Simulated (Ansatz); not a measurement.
# HfTeS monolayer, Janus: from the cell to its phonons, part 2 of 2

How does HfTeS monolayer, Janus vibrate, and is this structure a minimum?

Ansatz 0.2.0; DFT PBEsol, scalar-relativistic, plane waves, PAW; PAW set soft_1.

So far. Step 4 (Tight relaxation): The largest force component left is 0.038 meV/Å, within the tolerances set. Step 5 (Linear response at the zone centre): Before it was imposed, the acoustic sum rule was missed by 1.1e-4 eV/Å². Small misses are needed for a sound result but don't prove that mesh and cutoff are converged. The lowest optical mode is real, 89.9 cm⁻¹.

## 6. Response at finite wavevector (continued)

The partial phonon density of states has structure finer than the step of the table below, so its rows give means over 10 cm⁻¹, whole bins alone (the curve runs from -13.3 to 311 cm⁻¹). Peaks (cm⁻¹: height): Hf 60.1: 0.0619, 92.8: 0.0267, 105.0: 0.0280, 143.7: 0.0268, 156.0: 0.0278, 268.1: 0.0125, 284.4: 0.0110; S 237.5: 0.0600, 268.1: 0.103, 284.4: 0.127; Te 60.1: 0.0240, 94.8: 0.0444, 105.0: 0.0382, 143.7: 0.0622, 156.0: 0.0420.

Phonopy on the run's constants, 17x17x1 mesh, Gaussian sigma 2.3 cm-1. Interpolated from a 4×4×1 q mesh. Table of partial phonon density of states by wavenumber; means over each step; values in 1/cm⁻¹/cell:

| wavenumber (cm⁻¹) | Hf | S | Te |
| --- | --- | --- | --- |
| 0 | 0.00244 | 4.3e-4 | 0.00181 |
| 10 | 0.00321 | 5.5e-4 | 0.00244 |
| 20 | 0.00520 | 8.5e-4 | 0.00384 |
| 30 | 0.00753 | 0.00113 | 0.00524 |
| 40 | 0.0117 | 0.00151 | 0.00729 |
| 50 | 0.0211 | 0.00207 | 0.0110 |
| 60 | 0.0470 | 0.00304 | 0.0181 |
| 70 | 0.0207 | 0.00138 | 0.00589 |
| 80 | 0.0173 | 0.00143 | 0.0116 |
| 90 | 0.0224 | 0.00159 | 0.0321 |
| 100 | 0.0226 | 0.00161 | 0.0348 |
| 110 | 0.0206 | 0.00193 | 0.0266 |
| 120 | 0.00799 | 0.00107 | 0.0141 |
| 130 | 0.00655 | 0.00105 | 0.0122 |
| 140 | 0.0150 | 0.00178 | 0.0321 |
| 150 | 0.0176 | 0.00191 | 0.0343 |
| 160 | 0.0180 | 0.00202 | 0.0286 |
| 170 | 0.00669 | 6.4e-4 | 0.0121 |
| 180 | 0.00188 | 3.5e-4 | 0.00362 |
| 190 | 1.5e-6 | 0 | 2.3e-6 |
| 200 | 0 | 0 | 0 |
| 210 | 0 | 0 | 0 |
| 220 | 2.3e-5 | 2.7e-4 | 5.5e-6 |
| 230 | 0.00124 | 0.0176 | 2.6e-4 |
| 240 | 0.00272 | 0.0485 | 4.7e-4 |
| 250 | 0.00186 | 0.0288 | 1.5e-4 |
| 260 | 0.00242 | 0.0278 | 2.1e-4 |
| 270 | 0.00727 | 0.0595 | 4.5e-4 |
| 280 | 0.00456 | 0.0530 | 3.8e-4 |
| 290 | 0.00416 | 0.0383 | 2.3e-4 |
| 300 | 5.0e-5 | 2.5e-4 | 0 |

Symmetry leaves 4 wavevectors to solve. The lowest mode among them, the acoustic zeros apart, lies at q = (0, 0.25, 0) and is real, 32.4 cm⁻¹.

## 7. Isotope substitution, element Hf, natural mass 178.486 amu

An isotope changes the mass and not the force constants, so no new electronic calculation is needed; the shifts show which modes move this element.

The same force constants with the mass of Hf changed from 178.486 to 173.940 u (phonopy, no LO-TO term). Both lists are sorted by frequency; levels can cross, so a row need not hold one and the same mode. Modes under 3 cm⁻¹ are left out. Isotope shifts, by row:

| q | rank | natural mass (cm⁻¹) | changed mass (cm⁻¹) |
| --- | --- | --- | --- |
| 0 0 0 | 4 | 90.2 | 90.66 |
| 0 0 0 | 5 | 90.2 | 90.66 |
| 0 0 0 | 6 | 178.1 | 178.8 |
| 0 0 0 | 7 | 227.7 | 228 |
| 0 0 0 | 8 | 227.7 | 228 |
| 0 0 0 | 9 | 292.1 | 292.8 |
| 0 0.25 0 | 1 | 32.4 | 32.62 |
| 0 0.25 0 | 2 | 51.69 | 52.13 |
| 0 0.25 0 | 3 | 83.33 | 83.97 |
| 0 0.25 0 | 4 | 93.48 | 93.82 |
| 0 0.25 0 | 5 | 133.2 | 133.7 |
| 0 0.25 0 | 6 | 166.2 | 167 |
| 0 0.25 0 | 7 | 237.3 | 237.5 |
| 0 0.25 0 | 8 | 265 | 265.3 |
| 0 0.25 0 | 9 | 284.1 | 284.7 |
| 0 -0.5 0 | 1 | 59.04 | 59.7 |
| 0 -0.5 0 | 2 | 62.49 | 63.03 |
| 0 -0.5 0 | 3 | 81.9 | 82.03 |
| 0 -0.5 0 | 4 | 113 | 113.7 |
| 0 -0.5 0 | 5 | 145.6 | 146.1 |
| 0 -0.5 0 | 6 | 157.2 | 158 |
| 0 -0.5 0 | 7 | 234.4 | 234.4 |
| 0 -0.5 0 | 8 | 266.6 | 267.1 |
| 0 -0.5 0 | 9 | 285.1 | 285.1 |
| 0.25 0.25 0 | 1 | 57.13 | 57.6 |
| 0.25 0.25 0 | 2 | 85.32 | 86.03 |
| 0.25 0.25 0 | 3 | 106.5 | 107.2 |
| 0.25 0.25 0 | 4 | 127.5 | 128 |
| 0.25 0.25 0 | 5 | 143.1 | 143.7 |
| 0.25 0.25 0 | 6 | 152.8 | 153.4 |
| 0.25 0.25 0 | 7 | 255.6 | 255.8 |
| 0.25 0.25 0 | 8 | 269.8 | 270.2 |
| 0.25 0.25 0 | 9 | 281.8 | 282 |

A mode of this element alone would shift by +1.30 %. The highest zone-centre frequency without the field goes from 292.1 to 292.8 cm⁻¹ (+0.2 %). The product of the frequency ratios over all optical modes at Γ is 1.019; the product rule, (m/m′)^(3k/2) (M′/M)^(3/2) with k = 1 such atoms and M the mass of the cell, gives 1.019.

## 8. Another isotope, element S, natural mass 32.06 amu

The same for S, from 32.06 to 33.97 u.

The same force constants with the mass of S changed from 32.060 to 33.968 u (phonopy, no LO-TO term). Both lists are sorted by frequency; levels can cross, so a row need not hold one and the same mode. Modes under 3 cm⁻¹ are left out. Isotope shifts, by row:

| q | rank | natural mass (cm⁻¹) | changed mass (cm⁻¹) |
| --- | --- | --- | --- |
| 0 0 0 | 4 | 90.2 | 90.19 |
| 0 0 0 | 5 | 90.2 | 90.19 |
| 0 0 0 | 6 | 178.1 | 177.7 |
| 0 0 0 | 7 | 227.7 | 221.9 |
| 0 0 0 | 8 | 227.7 | 221.9 |
| 0 0 0 | 9 | 292.1 | 285.3 |
| 0 0.25 0 | 1 | 32.4 | 32.33 |
| 0 0.25 0 | 2 | 51.69 | 51.59 |
| 0 0.25 0 | 3 | 83.33 | 83.15 |
| 0 0.25 0 | 4 | 93.48 | 93.47 |
| 0 0.25 0 | 5 | 133.2 | 133 |
| 0 0.25 0 | 6 | 166.2 | 166.1 |
| 0 0.25 0 | 7 | 237.3 | 231 |
| 0 0.25 0 | 8 | 265 | 258.1 |
| 0 0.25 0 | 9 | 284.1 | 277.2 |
| 0 -0.5 0 | 1 | 59.04 | 59.03 |
| 0 -0.5 0 | 2 | 62.49 | 62.41 |
| 0 -0.5 0 | 3 | 81.9 | 81.83 |
| 0 -0.5 0 | 4 | 113 | 112.9 |
| 0 -0.5 0 | 5 | 145.6 | 145.5 |
| 0 -0.5 0 | 6 | 157.2 | 156.8 |
| 0 -0.5 0 | 7 | 234.4 | 227.9 |
| 0 -0.5 0 | 8 | 266.6 | 260.3 |
| 0 -0.5 0 | 9 | 285.1 | 277.2 |
| 0.25 0.25 0 | 1 | 57.13 | 57.06 |
| 0.25 0.25 0 | 2 | 85.32 | 85.2 |
| 0.25 0.25 0 | 3 | 106.5 | 106.4 |
| 0.25 0.25 0 | 4 | 127.5 | 127.2 |
| 0.25 0.25 0 | 5 | 143.1 | 143 |
| 0.25 0.25 0 | 6 | 152.8 | 152.6 |
| 0.25 0.25 0 | 7 | 255.6 | 248.8 |
| 0.25 0.25 0 | 8 | 269.8 | 263 |
| 0.25 0.25 0 | 9 | 281.8 | 274.2 |

A mode of this element alone would shift by -2.85 %. The highest zone-centre frequency without the field goes from 292.1 to 285.3 cm⁻¹ (-2.4 %). The product of the frequency ratios over all optical modes at Γ is 0.925; the product rule, (m/m′)^(3k/2) (M′/M)^(3/2) with k = 1 such atoms and M the mass of the cell, gives 0.925.

## 9. Isotope substitution, element Te, natural mass 127.6 amu

The same for Te, from 127.60 to 129.91 u.

A mode of this element alone would shift by -0.89 %. The highest zone-centre frequency without the field goes from 292.1 to 292.1 cm⁻¹ (-0.0 %). The product of the frequency ratios over all optical modes at Γ is 0.984; the product rule, (m/m′)^(3k/2) (M′/M)^(3/2) with k = 1 such atoms and M the mass of the cell, gives 0.983.

## 10. Results

- space group after relaxation (within 0.01 Å): P3m1
- area per atom: 4.03 Å²
- electronic character: no gap on this mesh
- highest optical mode at the zone centre (no LO-TO term): 292 cm⁻¹
- lowest optical zone-centre mode: 89.9 cm⁻¹
- lowest mode on the q mesh (acoustic modes at Γ apart): 32.4 cm⁻¹
- highest frequency on the path or at a solved wavevector: 292 cm⁻¹
- imaginary modes on the 4×4×1 q mesh: none

No mode is imaginary at the 4 irreducible wavevectors solved, but between them the interpolated path dips to 3.3i cm⁻¹, so stability is not settled. The optical modes at Γ span 90 to 292 cm⁻¹. The highest mode in this list at Γ, 292.2 cm⁻¹, is mostly motion of S (83 % of the kinetic energy). With no gap, or one that is small against the smearing, the frequencies hang on the k mesh and the smearing, most of all near Kohn anomalies. In a sheet or slab the interpolated bending branch near Γ is rough, since the rotational sum rule isn't imposed. A semilocal functional can close a gap that the real compound would have, so the metallic treatment may be an artefact of the level. Spin-orbit coupling is left out, which can matter for the heavy elements here. The PAW files were made for PBE and serve the other functionals too. A phonon run warned that its eigensolver left some bands unconverged in a pass. The starting cell was built on a prototype and not taken from a measurement. These are harmonic frequencies at zero temperature: anharmonic shifts, linewidths and thermal expansion are left out.

[Hosts, paths, dates, database ids (printed as entryN), source tags and the programs' standing remarks are cut or masked in the printed files.]
